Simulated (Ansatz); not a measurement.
# KCr3, from a guessed structure to a relaxed one, part 2 of 2

This structure for KCr3 is made up. Its elements were placed in a known structure type with a cell scaled to their sizes. What cell does the guess relax to, and how far off was it?

Ansatz 0.2.0; DFT, PBE, plane-wave PAW, files of the set soft_1, scalar-relativistic, ferromagnetic start, cell and ions relaxed at zero pressure; PAW set soft_1 (the session's first sound run).

So far, absolute magnetization (μB): step 2 (relaxation of the guess) 14.3. The relaxed cell has a = 4.689, c = 9.325 Å (conventional setting).

In doubt: warnings of the run leave room for a lower electronic state, so energies may not be the lowest and differences between runs may mislead.

## (3) Bands of the relaxed cell

A second self-consistent run takes a narrower smearing and the mesh shown in its input; the bands follow along the standard path of the relaxed lattice.

This step: DFT, PBE, plane-wave PAW, files of the set soft_1, scalar-relativistic, ferromagnetic start, bands and density of states at the relaxed cell; PAW set soft_1 (Ansatz 0.2.0).

Contents of input.yaml:

```yaml
crystal:
  lattice:
    - [-2.3443120081, 2.3443120081, 4.6623661441]
    - [2.3443120081, -2.3443120081, 4.6623661441]
    - [2.3443120081, 2.3443120081, -4.6623661441]
  atoms:
    - { symbol: Cr, position: [0.5, 0.5, 0.0], spin: 4.3 }
    - { symbol: Cr, position: [0.25, 0.75, 0.5], spin: 4.3 }
    - { symbol: Cr, position: [0.75, 0.25, 0.5], spin: 4.3 }
    - { symbol: K, position: [0.0, 0.0, 0.0] }
magnetization:
  spin_polarized: true
kpoints:
  mp_grid: { grid: [10, 10, 10] }
  band_path:
    path:
      - [[0.0, 0.0, 0.0], [0.5, -0.5, 0.0], [0.5, -0.5, 0.12641193], [0.31320597, -0.31320597, 0.31320597], [0.0, 0.0, 0.0], [0.5, 0.5, -0.5], [0.68679403, 0.31320597, -0.31320597], [0.5, 0.0, 0.0], [0.75, -0.25, -0.25], [0.87358807, 0.12641193, -0.5], [0.5, 0.5, -0.5]]
      - [[0.5, -0.5, 0.0], [0.75, -0.25, -0.25]]
    npoints: 7
scf:
  occupations: { method: fermi_dirac, width: 0.03 }
  n_extra_bands: 15
hamiltonian:
  xc: pbe
  pseudopotentials: { kind: paw, azcp: { folder: soft_1 } }
output:
  forces: true
  stress: true
  write_bands: true
  dos: { projected: true }
  write_density: true
  write_potential: true
  elf: true
  volumetric_format: npy
```

Launch:

```
$ ansatz run input.yaml --threads 4 --pin off --max-ram 10240MiB --backend cpu --events-out ev --progress --plain --runs-dir out
```

Numbers of over 12 decimals in the logs are rounded to 6 here.

The log of the run:

```text
[...]
Crystal: 4 atoms, lattice volume = 102.494 Å³
Basis set: ecut = 420 eV, 2015 PW (Γ), exchange–correlation on 80×80×80 points (8 copies of the dense FFT grid, shifted against one another)
Bands: 41, of which v1, the nominal top of the filled ones, is band 26 counted from 1 (25 counted from 0)
Symmetry: 16 space group operations
[...]
k-points: 102 of 1000
[...]
Starting moments: Σ|m| = 12.9 μB on 3 of 4 sites
[...]
SCF iter   1: F=—  HF=-11664.433133 eV  |F-HF|=—  |Δ(HF+E_count)|=         —  Δρ=5.87e-2 (↑5.87e-2 ↓2.97e-2)  dr2=9.37e0  dr2_m=2.13e-1  M=12.868 μB ∫|m|=12.868 μB  β_m=0.30  ethr=3.10e-3  ⟨swp⟩=7.3  Hψ=35381  notcnv=0
[...]
SCF iter  13: F=-11664.041580 eV  HF=-11664.041580 eV  |F-HF|=1.25e-8  |Δ(HF+E_count)|=   4.74e-9  Δρ=3.01e-6 (↑3.01e-6 ↓3.72e-7)  dr2=1.36e-8  dr2_m=1.82e-9  M=14.376 μB ∫|m|=14.376 μB  ethr=1.29e-11  ⟨swp⟩=10.3  Hψ=44208  notcnv=0
SCF 1 converged in 13 iterations: F = -11664.041580 eV  dr2 = 1.36e-8
[...]
NSCF: frozen V_eff on 79 k-points
SCF converged after 13 iterations
Magnetization: 14.3765 μB (32.6882 up, 18.3118 down)
Absolute magnetization: 14.3765 μB (∫|ρ↑−ρ↓|, with the PAW one-centre terms)
[...]
Per-site moments (μB) at R_I (Å): [(4.352154, 1.363761), (4.339424, 1.363761), (4.339424, 1.363761), (0.125605, 1.363761)]
Free energy (F): -11664.041580 eV
[...]
Internal energy: -11664.032006 eV  (E = F + TS)
E sigma→0 (E₀):  -11664.036793 eV
Entropy (-TS):   -0.009575 eV (-2.394 meV/atom)
Fermi energy:    7.553209 eV
[...]
--- Stress (GPa, compression-positive) ---
        0.105838       0.000000      -0.000000
        0.000000       0.105838      -0.000000
        0.000000       0.000000       0.065635
  P = ⅓ Tr σ = 0.0924 GPa (0.924 kbar)
--- Band table (eV; the first three rows and the last of 204) ---
  k-point 0 ↑: bands = [... 22 lower, 6.1048, 6.1624, 6.1624, 6.6799, 6.8396, 6.9837, 6.9837, 6.9963, ... 11 higher]
  k-point 1 ↑: bands = [... 22 lower, 6.0595, 6.1568, 6.1671, 6.7026, 6.8219, 6.9026, 6.9409, 6.9945, ... 11 higher]
  k-point 2 ↑: bands = [... 22 lower, 6.1352, 6.1657, 6.3149, 6.7249, 6.7496, 6.7612, 6.8319, 6.9782, ... 11 higher]
  k-point 101 ↓: bands = [... 22 lower, 9.0161, 9.7877, 9.9196, 10.1479, 10.1479, 10.5750, 10.7018, 10.7018, ... 11 higher]
```

The job ended after 16 s (4 threads of Intel Xeon Platinum 8488C (Sapphire Rapids), shared host; peak memory 0.91 GiB).

In the SCF lines HF is the Harris–Foulkes energy and dr2 the Hartree energy of the density residual, in eV; the loop may stop once dr2 is under the threshold and the program's other checks hold. Hψ counts applications of the Hamiltonian.

This step gave:

- free energy: -11664.0416 eV
- energy at zero smearing: -11664.0368 eV
- smearing term TS: 0.009575 eV
- Fermi energy: 7.553 eV
- magnetization: 14.38 μB
- absolute magnetization: 14.38 μB
- site moments: 4.352, 4.339, 4.339, 0.1256 μB
- pressure: 0.09244 GPa

bands.tsv at the labelled points (eV, zero at the Fermi level; the bands that come nearest the Fermi level along the path):

```
point  band_29_up  band_30_up  band_31_up  band_32_up  band_33_up  band_17_dn  band_18_dn  band_19_dn
    Γ       -0.56       -0.39        0.03        1.50        2.58        0.20        0.75        0.95
    X       -0.48       -0.36       -0.19       -0.16        0.41       -0.63       -0.57        0.56
    Y       -0.40       -0.34       -0.33       -0.09        0.09       -1.02       -0.48        0.29
    S       -0.61       -0.61       -0.26       -0.14        0.02       -1.53       -0.74        0.82
    Γ       -0.56       -0.39        0.03        1.50        2.58        0.20        0.75        0.95
    Z       -0.25       -0.25       -0.22        0.03        1.42       -2.00        0.07        0.38
   S1       -0.61       -0.61       -0.26       -0.14        0.02       -1.53       -0.74        0.82
    N       -0.67       -0.63       -0.23       -0.09        0.94       -1.67        0.50        0.81
    P       -0.59       -0.59       -0.33       -0.30        0.59       -0.59       -0.59        0.21
   Y1       -0.40       -0.34       -0.33       -0.09        0.09       -1.02       -0.48        0.29
    Z       -0.25       -0.25       -0.22        0.03        1.42       -2.00        0.07        0.38
    X       -0.48       -0.36       -0.19       -0.16        0.41       -0.63       -0.57        0.56
    P       -0.59       -0.59       -0.33       -0.30        0.59       -0.59       -0.59        0.21
```

Site moment by atom:

```
atom  site moment (μB)
 Cr1              4.35
 Cr2              4.34
 Cr3              4.34
  K4              0.13
```

Spin density in the ac plane of the conventional cell at fractional y = 0.000, with atoms of Cr and K within 0.2 Å of it.

Ten even steps from '_' (0.0 e/Å³) to '@' (4.9 e/Å³), each cell a mean:
```
____________________________
____________________________
____________________________
____________________________
__________..----::__________
__________::##@@==..________
__________..++##--__________
____________......__________
____________________________
____________________________
--..____________________..--
@@==..__________________::##
##--____________________..++
....______________________..
____________________________
____________________________
__________..----::__________
__________::##@@==..________
__________..++##--__________
____________......__________
____________________________
____________________________
____________________________
____________________________
```
Columns run along a (4.7 Å), rows up along c (9.3 Å), edges of the conventional cell, whose origin can differ from the input's. Atoms in or near the plane, at fractional coordinates: Cr at (0.00, 0.50), Cr at (0.50, 0.25), Cr at (0.50, 0.75), K at (0.00, 0.00).

ELF in the ac plane of the conventional cell at fractional y = 0.000, with atoms of Cr and K within 0.2 Å of it. It is the smooth field of the valence electrons, not physical close to the nuclei.

Values, 24 rows by 14 columns, each cell a mean:
```
0.74 0.85 0.80 0.36 0.06 0.12 0.24 0.27 0.19 0.07 0.14 0.63 0.86 0.80
0.84 0.80 0.56 0.17 0.08 0.18 0.27 0.28 0.24 0.12 0.07 0.34 0.72 0.83
0.51 0.38 0.17 0.08 0.14 0.20 0.22 0.21 0.21 0.18 0.10 0.09 0.27 0.46
0.07 0.07 0.09 0.15 0.18 0.23 0.29 0.31 0.26 0.19 0.17 0.12 0.07 0.07
0.12 0.15 0.20 0.19 0.21 0.40 0.58 0.62 0.50 0.29 0.18 0.21 0.18 0.13
0.24 0.26 0.26 0.18 0.26 0.55 0.79 0.85 0.67 0.40 0.18 0.22 0.27 0.25
0.31 0.33 0.30 0.19 0.23 0.49 0.72 0.78 0.62 0.36 0.17 0.25 0.33 0.32
0.29 0.32 0.34 0.27 0.18 0.30 0.44 0.48 0.38 0.23 0.21 0.32 0.34 0.30
0.18 0.21 0.29 0.34 0.27 0.21 0.22 0.23 0.22 0.24 0.31 0.32 0.25 0.19
0.30 0.22 0.18 0.27 0.35 0.31 0.26 0.25 0.28 0.34 0.32 0.22 0.19 0.27
0.63 0.48 0.26 0.19 0.30 0.34 0.30 0.29 0.32 0.33 0.24 0.20 0.37 0.58
0.87 0.67 0.39 0.19 0.25 0.30 0.28 0.26 0.29 0.29 0.20 0.26 0.53 0.80
0.80 0.62 0.35 0.19 0.26 0.31 0.29 0.28 0.30 0.30 0.21 0.23 0.48 0.73
0.49 0.36 0.21 0.22 0.32 0.34 0.30 0.29 0.32 0.35 0.28 0.18 0.27 0.44
0.19 0.18 0.21 0.31 0.33 0.27 0.22 0.22 0.24 0.31 0.34 0.27 0.18 0.18
0.23 0.27 0.33 0.31 0.23 0.22 0.29 0.31 0.25 0.20 0.27 0.34 0.30 0.24
0.32 0.34 0.33 0.23 0.20 0.39 0.58 0.62 0.49 0.27 0.18 0.29 0.35 0.33
0.29 0.31 0.28 0.18 0.25 0.54 0.79 0.85 0.68 0.40 0.17 0.23 0.31 0.30
0.19 0.22 0.24 0.19 0.24 0.50 0.72 0.78 0.62 0.37 0.18 0.22 0.24 0.20
0.08 0.10 0.15 0.19 0.19 0.31 0.45 0.48 0.39 0.24 0.18 0.17 0.12 0.08
0.18 0.12 0.08 0.11 0.17 0.19 0.22 0.23 0.21 0.19 0.15 0.09 0.10 0.16
0.73 0.61 0.31 0.09 0.11 0.21 0.25 0.25 0.23 0.16 0.08 0.17 0.48 0.69
0.83 0.85 0.71 0.24 0.06 0.15 0.26 0.29 0.22 0.09 0.10 0.49 0.82 0.85
0.65 0.83 0.83 0.41 0.06 0.11 0.23 0.25 0.17 0.06 0.17 0.69 0.86 0.74
```
Columns run along a (4.7 Å), rows up along c (9.3 Å), edges of the conventional cell, whose origin can differ from the input's. Atoms in or near the plane, at fractional coordinates: Cr at (0.00, 0.50), Cr at (0.50, 0.25), Cr at (0.50, 0.75), K at (0.00, 0.00).

Valence density in the ac plane of the conventional cell at fractional y = 0.000, with atoms of Cr and K within 0.2 Å of it. It is the smooth field of the valence electrons, not physical close to the nuclei.

Ten steps, logarithmic in the rise over the least value, from '0' (0 e/Å³) to '9' (19 e/Å³), each cell a mean:
```
66410000000256
54200000000134
21000000000012
00000133210000
00001477631000
00002699841000
00002689741000
00001356420000
00000111100000
32100000000013
76310000000147
98410000000269
97410000000268
64200000000135
11000000000011
00000133210000
00001477631000
00002699841000
00002689741000
00001356420000
00000111100000
32100000000023
65310000000245
66410000000356
```
Columns run along a (4.7 Å), rows up along c (9.3 Å), edges of the conventional cell, whose origin can differ from the input's. Atoms in or near the plane, at fractional coordinates: Cr at (0.00, 0.50), Cr at (0.50, 0.25), Cr at (0.50, 0.75), K at (0.00, 0.00).

## (4) Results

```yaml
space_group_relaxed: I4/mmm
conventional_cell: a = 4.689, b = 4.689, c = 9.325 Å; α = 90.0°, β = 90.0°, γ = 90.0°
volume_per_atom: 25.62 Å³ (guess 23.15)
total_moment: 14.33 μB in the cell of 4 atoms
```

In words: KCr3 relaxes to I4/mmm with a = 4.689, b = 4.689 and c = 9.325 Å. The guessed volume was 10 % too small. The space group I4/mmm was held in the relaxation, so the end point is a stationary structure within it and may be a saddle against distortions or other arrangements. The input starts from parallel moments, and no other start was typed. The electronic state may lie above the lowest one. Bands cross the Fermi level, so it is a metal or semimetal at this level. On the 10×10×10 mesh with the narrower smearing (relaxed on 8×8×8) the forces vanish, as symmetry may demand, and the largest stress component is 0.106 GPa, against the relaxation's thresholds of 0.015 eV/Å and 0.05 GPa. The cutoff wasn't tested. No dispersion term is used, so weakly bound directions may come out too long. The program estimates, without running it, that another magnetic order lies lower than the one relaxed here. Nothing here tests whether the compound is stable against decomposition.

[Logs are printed without paths, hosts, clocks, repeated set-up lines and the standing remarks that a program may print on its own settings, such as how far it seeks lower states.]

[Hosts, paths, dates, database ids (printed as entryN), source tags and the programs' standing remarks are cut or masked in the printed files.]
